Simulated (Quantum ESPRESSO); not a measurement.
# MnAu: turning two sublattices against each other, part 2 of 2

Aim: the energy of MnAu as two sets of moments turn from parallel to opposed.

Quantum ESPRESSO 7.5; LDA; plane waves with GBRV 1.5 LDA potentials, no spin-orbit coupling.

So far, absolute magnetization (μB): step 2 (the collinear order that defines the sublattices) 8.11; step 3 (ferromagnetic, Kohn–Sham states 39, start moments [3.5, 3.5 …) 8.23.

**4. Angle 0°, no penalty**

The two sets tilt by half the angle to either side of z. A collinear state is stationary and needs no penalty.

File pw.in:

```
&CONTROL
  calculation = 'scf'
  prefix = 'pwscf'
  outdir = './tmp'
  pseudo_dir = './pseudo'
  disk_io = 'nowf'
/
&SYSTEM
  ibrav = 0
  nat = 4
  ntyp = 2
  ecutwfc = 34
  ecutrho = 238
  nbnd = 70
  occupations = 'smearing'
  smearing = 'fd'
  degauss = 0.00734986
  noncolin = .true.
  starting_magnetization(1) = 0.256
  angle1(1) = 0
  angle2(1) = 0
  starting_magnetization(2) = 0
/
&ELECTRONS
  conv_thr = 4d-08
  electron_maxstep = 150
  mixing_beta = 0.3
/
ATOMIC_SPECIES
Mn     54.9380 mn_lda_v1.5.uspp.F.UPF
Au    196.9666 au_lda_v1.uspp.F.UPF
CELL_PARAMETERS bohr
  12.0516338735    0.0000000000    0.0000000000
   6.0258169367    6.0258169367    0.0000000000
   0.0000000000    0.0000000000    6.2547345800
ATOMIC_POSITIONS crystal
Mn      0.0000000000    0.5000000000    0.5000000000
Mn      0.5000000000    0.5000000000    0.5000000000
Au      0.0000000000    0.0000000000    0.0000000000
Au      0.5000000000    0.0000000000    0.0000000000
K_POINTS automatic
3 6 6 0 0 0
```

The run is started by

```
$ OMP_NUM_THREADS=1 mpirun -n 4 pw.x -nk 4 -in pw.in > pw.out
```

What it wrote:

```text
[banner, memory and clock lines left out]
Program PWSCF v.7.5 starts

     Found identity + ( -0.5000  0.0000  0.0000) symmetry
     This is a supercell, fractional translations are disabled
     Message from routine setup:
     using ibrav=0 with symmetry is DISCOURAGED, use correct ibrav instead

     bravais-lattice index     =            0
     lattice parameter (alat)  =      12.0516  a.u.
     unit-cell volume          =     454.2247 (a.u.)^3
     number of atoms/cell      =            4
     number of atomic types    =            2
     number of electrons       =        52.00
     number of Kohn-Sham states=           70
     kinetic-energy cutoff     =      34.0000  Ry
     charge density cutoff     =     238.0000  Ry
     scf convergence threshold =      4.0E-08
     mixing beta               =       0.3000
     number of iterations used =            8  plain     mixing
     Exchange-correlation= SLA  PZ   NOGX NOGC
                           (   1   1   0   0   0   0   0)
     Noncollinear calculation without spin-orbit

     [... lines left out ...]
     PseudoPot. # 1 for Mn read from file:
     mn_lda_v1.5.uspp.F.UPF
     Pseudo is Ultrasoft + core correction, Zval = 15.0

     PseudoPot. # 2 for Au read from file:
     au_lda_v1.uspp.F.UPF
     Pseudo is Ultrasoft + core correction, Zval = 11.0

     atomic species   valence    mass     pseudopotential
     Mn               15.00    54.93800     Mn( 1.00)
     Au               11.00   196.96660     Au( 1.00)

     16 Sym. Ops., with inversion, found

   Cartesian axes

     site n.     atom                  positions (alat units)
         1        Mn     tau(   1) = (   0.2500000   0.2500000   0.2594974  )
         2        Mn     tau(   2) = (   0.7500000   0.2500000   0.2594974  )
         3        Au     tau(   3) = (   0.0000000   0.0000000   0.0000000  )
         4        Au     tau(   4) = (   0.5000000   0.0000000   0.0000000  )

     number of k points=    24  Fermi-Dirac smearing, width (Ry)=  0.0073

     Dense  grid:    28151 G-vectors     FFT dimensions: (  60,  45,  32)

     Smooth grid:    12151 G-vectors     FFT dimensions: (  45,  32,  24)

     Check: negative core charge=   -0.000020
     Generating pointlists ...
     new r_m :   0.1809 (alat units)  2.1802 (a.u.) for type    1
     new r_m :   0.1809 (alat units)  2.1802 (a.u.) for type    2

     Initial potential from superposition of free atoms

     starting charge      50.9997, renormalised to      52.0000

     atom number    1 relative position :    0.2500   0.2500   0.2595
     charge :    13.752921  (integrated on a sphere of radius 0.181)
     magnetization :          0.000000    0.000000    3.452285
     magnetization/charge:    0.000000    0.000000    0.251022
     polar coord.: r, theta, phi [deg] :     3.452285    0.000000  360.000000

     atom number    2 relative position :    0.7500   0.2500   0.2595
     charge :    13.752921  (integrated on a sphere of radius 0.181)
     magnetization :          0.000000    0.000000    3.452285
     magnetization/charge:    0.000000    0.000000    0.251022
     polar coord.: r, theta, phi [deg] :     3.452285    0.000000  360.000000

     atom number    3 relative position :    0.0000   0.0000   0.0000
     charge :     9.501194  (integrated on a sphere of radius 0.181)
     magnetization :          0.000000    0.000000    0.059078
     magnetization/charge:    0.000000    0.000000    0.006218
     polar coord.: r, theta, phi [deg] :     0.059078    0.000000  360.000000

     atom number    4 relative position :    0.5000   0.0000   0.0000
     charge :     9.501194  (integrated on a sphere of radius 0.181)
     magnetization :          0.000000    0.000000    0.059078
     magnetization/charge:    0.000000    0.000000    0.006218
     polar coord.: r, theta, phi [deg] :     0.059078    0.000000  360.000000

     Starting wfcs are   88 randomized atomic wfcs

     Self-consistent Calculation

     iteration #  1     ecut=    34.00 Ry     beta= 0.30
     Davidson diagonalization with overlap
     ethr =  1.00E-02,  avg # of iterations =  2.1

     total energy              =    -651.93458492 Ry
     estimated scf accuracy    <       1.20745930 Ry

     total magnetization       =     0.00    -0.00     7.72 Bohr mag/cell
     absolute magnetization    =     7.78 Bohr mag/cell

     [... further iterations left out ...]

     iteration # 12     ecut=    34.00 Ry     beta= 0.30
     Davidson diagonalization with overlap
     ethr =  4.58E-10,  avg # of iterations =  3.2

     atom number    1 relative position :    0.2500   0.2500   0.2595
     charge :    13.622353  (integrated on a sphere of radius 0.181)
     magnetization :          0.000000   -0.000000    3.824035
     magnetization/charge:    0.000000   -0.000000    0.280718
     polar coord.: r, theta, phi [deg] :     3.824035    0.000000  360.000000

     atom number    2 relative position :    0.7500   0.2500   0.2595
     charge :    13.622353  (integrated on a sphere of radius 0.181)
     magnetization :         -0.000000    0.000000    3.824035
     magnetization/charge:   -0.000000    0.000000    0.280718
     polar coord.: r, theta, phi [deg] :     3.824035    0.000000  360.000000

     atom number    3 relative position :    0.0000   0.0000   0.0000
     charge :     9.147653  (integrated on a sphere of radius 0.181)
     magnetization :          0.000000   -0.000000    0.088265
     magnetization/charge:    0.000000   -0.000000    0.009649
     polar coord.: r, theta, phi [deg] :     0.088265    0.000000  360.000000

     atom number    4 relative position :    0.5000   0.0000   0.0000
     charge :     9.147645  (integrated on a sphere of radius 0.181)
     magnetization :          0.000000   -0.000000    0.088267
     magnetization/charge:    0.000000   -0.000000    0.009649
     polar coord.: r, theta, phi [deg] :     0.088267    0.000000  360.000000

     End of self-consistent calculation

     [... lines left out ...]
     the Fermi energy is    14.0256 ev

!    total energy              =    -652.12729501 Ry
     estimated scf accuracy    <          9.3E-09 Ry
     smearing contrib. (-TS)   =      -0.00827217 Ry
     internal energy E=F+TS    =    -652.11902284 Ry

     The total energy is F=E-TS. E is the sum of the following terms:
     one-electron contribution =    -210.61031537 Ry
     hartree contribution      =     143.66128411 Ry
     xc contribution           =    -176.62659520 Ry
     ewald contribution        =    -408.54339638 Ry

     total magnetization       =     0.00    -0.00     8.05 Bohr mag/cell
     absolute magnetization    =     8.23 Bohr mag/cell

     convergence has been achieved in  12 iterations
```

Wall time 24 s (4 MPI ranks of Intel Xeon 6975P-C (Granite Rapids), shared host); peak memory 0.67 GiB; 93 s of CPU time.

Spin moment in the atom's sphere by atom:

```
atom  x (μB)  y (μB)  z (μB)  size
 Mn1    0.00    0.00    3.82  3.82
 Mn2    0.00    0.00    3.82  3.82
 Au3    0.00    0.00    0.09  0.09
 Au4    0.00    0.00    0.09  0.09
```

Read from the output:

```
smearing term TS       : 0.1125 eV
magnetization          : 0, 0, 8.048 μB
absolute magnetization : 8.233 μB
final state            : ferromagnetic
```

**5. Angle 60°, lambda 0.2 Ry**

A penalty pulls the polar angle of each moment to the typed one; its size and its azimuth are free.

pw.in, as its differences from that of step 4:

```diff
@@ -10,3 +10,3 @@
   nat = 4
-  ntyp = 2
+  ntyp = 3
   ecutwfc = 34
@@ -19,5 +19,12 @@
   starting_magnetization(1) = 0.256
-  angle1(1) = 0
+  angle1(1) = 30
   angle2(1) = 0
-  starting_magnetization(2) = 0
+  starting_magnetization(2) = 0.256
+  angle1(2) = 30
+  angle2(2) = 180
+  starting_magnetization(3) = 0.0073
+  angle1(3) = 0
+  angle2(3) = 0
+  constrained_magnetization = 'atomic direction'
+  lambda = 0.2
 /
@@ -29,3 +36,4 @@
 ATOMIC_SPECIES
-Mn     54.9380 mn_lda_v1.5.uspp.F.UPF
+Mn1    54.9380 mn_lda_v1.5.uspp.F.UPF
+Mn2    54.9380 mn_lda_v1.5.uspp.F.UPF
 Au    196.9666 au_lda_v1.uspp.F.UPF
@@ -36,4 +44,4 @@
 ATOMIC_POSITIONS crystal
-Mn      0.0000000000    0.5000000000    0.5000000000
-Mn      0.5000000000    0.5000000000    0.5000000000
+Mn1     0.0000000000    0.5000000000    0.5000000000
+Mn2     0.5000000000    0.5000000000    0.5000000000
 Au      0.0000000000    0.0000000000    0.0000000000
```

What it wrote:

```text
     [... lines left out ...]
Program PWSCF v.7.5 starts
     [... lines left out ...]
     number of atoms/cell      =            4
     [... lines left out ...]
     number of electrons       =        52.00
     number of Kohn-Sham states=           70
     kinetic-energy cutoff     =      34.0000  Ry
     charge density cutoff     =     238.0000  Ry
     scf convergence threshold =      4.0E-08
     [... lines left out ...]
     Noncollinear calculation without spin-orbit
     [... lines left out ...]
      4 Sym. Ops., with inversion, found ( 2 have fractional translation)
     [... lines left out ...]
     number of k points=    40  Fermi-Dirac smearing, width (Ry)=  0.0073
     [... lines left out ...]
     iteration # 15     ecut=    34.00 Ry     beta= 0.30
     [... lines left out ...]
     constraint energy (Ry) =      0.00004741
     atom number    1 relative position :    0.2500   0.2500   0.2595
     [... lines left out ...]
     magnetization :          1.842932   -0.000000    3.362326
     [... lines left out ...]
     atom number    2 relative position :    0.7500   0.2500   0.2595
     [... lines left out ...]
     magnetization :         -1.842947   -0.000000    3.362304
     [... lines left out ...]
     atom number    3 relative position :    0.0000   0.0000   0.0000
     [... lines left out ...]
     magnetization :          0.000001    0.000000    0.081662
     [... lines left out ...]
     atom number    4 relative position :    0.5000   0.0000   0.0000
     [... lines left out ...]
     magnetization :          0.000000   -0.000000    0.081662
     [... lines left out ...]
     the Fermi energy is    14.0598 ev
!    total energy              =    -652.12623835 Ry
     estimated scf accuracy    <          9.2E-09 Ry
     smearing contrib. (-TS)   =      -0.00847782 Ry
     [... lines left out ...]
     total magnetization       =    -0.00     0.00     7.08 Bohr mag/cell
     absolute magnetization    =     8.26 Bohr mag/cell
     [... lines left out ...]
     convergence has been achieved in  15 iterations
```

It took 43 s on 4 MPI ranks; peak memory 0.73 GiB; 2.8 min of CPU time.

Spin moment in the atom's sphere by atom:

```
atom  x (μB)  y (μB)  z (μB)  size
 Mn1    1.84    0.00    3.36  3.83
 Mn2   -1.84    0.00    3.36  3.83
 Au3    0.00    0.00    0.08  0.08
 Au4    0.00    0.00    0.08  0.08
```

Read from the output:

```yaml
smearing_term_ts: 0.1153 eV
magnetization: 0, 0, 7.082 μB
absolute_magnetization: 8.259 μB
penalty_energy: 0.645 meV
final_state: non-collinear
```

**6. Angle 120°, lambda 0.2 Ry**

pw.in, as its differences from that of step 5:

```diff
@@ -19,8 +19,8 @@
   starting_magnetization(1) = 0.256
-  angle1(1) = 30
+  angle1(1) = 60
   angle2(1) = 0
   starting_magnetization(2) = 0.256
-  angle1(2) = 30
+  angle1(2) = 60
   angle2(2) = 180
-  starting_magnetization(3) = 0.0073
+  starting_magnetization(3) = 0.0036
   angle1(3) = 0
```

What it wrote:

```text
     [... lines left out ...]
Program PWSCF v.7.5 starts
     [... lines left out ...]
     number of atoms/cell      =            4
     [... lines left out ...]
     number of electrons       =        52.00
     number of Kohn-Sham states=           70
     kinetic-energy cutoff     =      34.0000  Ry
     charge density cutoff     =     238.0000  Ry
     scf convergence threshold =      4.0E-08
     [... lines left out ...]
     Noncollinear calculation without spin-orbit
     [... lines left out ...]
      4 Sym. Ops., with inversion, found ( 2 have fractional translation)
     [... lines left out ...]
     number of k points=    40  Fermi-Dirac smearing, width (Ry)=  0.0073
     [... lines left out ...]
     iteration # 13     ecut=    34.00 Ry     beta= 0.30
     [... lines left out ...]
     constraint energy (Ry) =      0.00012240
     atom number    1 relative position :    0.2500   0.2500   0.2595
     [... lines left out ...]
     magnetization :          3.281526   -0.000000    1.984561
     [... lines left out ...]
     atom number    2 relative position :    0.7500   0.2500   0.2595
     [... lines left out ...]
     magnetization :         -3.281501   -0.000000    1.984553
     [... lines left out ...]
     atom number    3 relative position :    0.0000   0.0000   0.0000
     [... lines left out ...]
     magnetization :          0.000002   -0.000000    0.048315
     [... lines left out ...]
     atom number    4 relative position :    0.5000   0.0000   0.0000
     [... lines left out ...]
     magnetization :          0.000001    0.000000    0.048315
     [... lines left out ...]
     the Fermi energy is    14.1160 ev
!    total energy              =    -652.12222162 Ry
     estimated scf accuracy    <       0.00000003 Ry
     smearing contrib. (-TS)   =      -0.00844135 Ry
     [... lines left out ...]
     total magnetization       =     0.00     0.00     4.16 Bohr mag/cell
     absolute magnetization    =     8.21 Bohr mag/cell
     [... lines left out ...]
     convergence has been achieved in  13 iterations
```

Wall time 38 s (4 MPI ranks); peak memory 0.74 GiB; 2.5 min of CPU time.

This step gave:

| Quantity | Value |
| --- | --- |
| smearing term TS | 0.1149 eV |
| magnetization | 0, 0, 4.164 μB |
| absolute magnetization | 8.21 μB |
| penalty energy | 1.665 meV |
| final state | non-collinear |
| largest moment | 3.835 μB |

**7. Angle 120°, lambda 2 Ry**

pw.in, as its differences from that of step 6:

```diff
@@ -28,3 +28,3 @@
   constrained_magnetization = 'atomic direction'
-  lambda = 0.2
+  lambda = 2
 /
```

What it wrote:

```text
     [... lines left out ...]
Program PWSCF v.7.5 starts
     [... lines left out ...]
     number of atoms/cell      =            4
     [... lines left out ...]
     number of electrons       =        52.00
     number of Kohn-Sham states=           70
     kinetic-energy cutoff     =      34.0000  Ry
     charge density cutoff     =     238.0000  Ry
     scf convergence threshold =      4.0E-08
     [... lines left out ...]
     Noncollinear calculation without spin-orbit
     [... lines left out ...]
      4 Sym. Ops., with inversion, found ( 2 have fractional translation)
     [... lines left out ...]
     number of k points=    40  Fermi-Dirac smearing, width (Ry)=  0.0073
     [... lines left out ...]
     iteration # 13     ecut=    34.00 Ry     beta= 0.30
     [... lines left out ...]
     constraint energy (Ry) =      0.00001237
     atom number    1 relative position :    0.2500   0.2500   0.2595
     [... lines left out ...]
     magnetization :          3.316866   -0.000000    1.923932
     [... lines left out ...]
     atom number    2 relative position :    0.7500   0.2500   0.2595
     [... lines left out ...]
     magnetization :         -3.316816    0.000000    1.924021
     [... lines left out ...]
     atom number    3 relative position :    0.0000   0.0000   0.0000
     [... lines left out ...]
     magnetization :          0.000001   -0.000000    0.046670
     [... lines left out ...]
     atom number    4 relative position :    0.5000   0.0000   0.0000
     [... lines left out ...]
     magnetization :          0.000000    0.000000    0.046670
     [... lines left out ...]
     the Fermi energy is    14.1173 ev
!    total energy              =    -652.12200022 Ry
     estimated scf accuracy    <       0.00000002 Ry
     smearing contrib. (-TS)   =      -0.00849661 Ry
     [... lines left out ...]
     total magnetization       =     0.00     0.00     4.03 Bohr mag/cell
     absolute magnetization    =     8.21 Bohr mag/cell
     [... lines left out ...]
     convergence has been achieved in  13 iterations
```

Wall time 36 s (4 MPI ranks); peak memory 0.6 GiB.

Read from the output:

| Property | Result |
| --- | --- |
| smearing term TS | 0.1156 eV |
| magnetization | 0, 0, 4.035 μB |
| absolute magnetization | 8.206 μB |
| penalty energy | 0.1683 meV |
| final state | non-collinear |
| largest moment | 3.834 μB |

**8. E(θ)**

Not every run of the table is shown above.

Canting:

```
lambda (Ry)  typed angle (degrees)  final angle (degrees)  energy less that at the first angle (meV a seeded atom)  penalty energy, not in the total (meV a cell)  largest site moment (μB)  CPU time (s)
          -                      0                      0                                                        0                                              0                     3.824         92.86
        0.2                     60                  57.46                                                    7.188                                          0.645                     3.834         169.9
        0.2                    120                  117.7                                                    34.51                                          1.665                     3.835         151.8
          -                    180                    180                                                    66.35                                              0                      3.84         114.6
          2                     60                  59.75                                                    7.772                                        0.06558                     3.835         145.5
          2                    120                  119.8                                                    36.02                                         0.1683                     3.834         141.9
```

A fit to E = E0 − A cos θ − B cos² θ gives A = 32.2 meV and B = -14.9 meV a seeded atom.

**9. Results**

```yaml
angle_of_lowest_energy: 0°
range_of_the_energy: 66.3 meV a seeded atom
range_of_the_largest_moment: 3.82 to 3.84 μB
bilinear_coefficient_a: 32.2 meV
biquadratic_coefficient_b: -14.9 meV
```

What this shows: The penalty holds the angles within 0.25° of the typed ones. A is positive, so parallel sublattices are favoured; B is 0.46 of it in size, but four points for three parameters hardly fix B. The largest moment changes by 0.41 % over the angles. Raising lambda from 0.2 to 2 Ry moves the largest miss of an angle from 2.5° to 0.25°. This holds for the two sublattices of this cell; other orders were not tried. Without spin–orbit coupling only the angle between the moments matters. The mesh is coarse, so differences of some ten meV can be noise where moments are itinerant. Energies are free energies at an electronic temperature of 1160 K, which lowers moments and differences where the moments are itinerant. The cutoff lies under the 40 Ry that these files are usually run at.

[Logs and program files are shortened in this print: banners, set-up blocks, solver, clock and traceback lines can be left out without a mark of their own.]

[Logs are printed without paths, hosts, clocks, repeated set-up lines and the standing remarks that a program may print on its own settings, such as how far it seeks lower states.]

[Hosts, paths, dates, database ids (printed as entryN), source tags and the programs' standing remarks are cut or masked in the printed files.]

[Where a cell is said to come from a database of computed structures, the database is the Materials Project.]
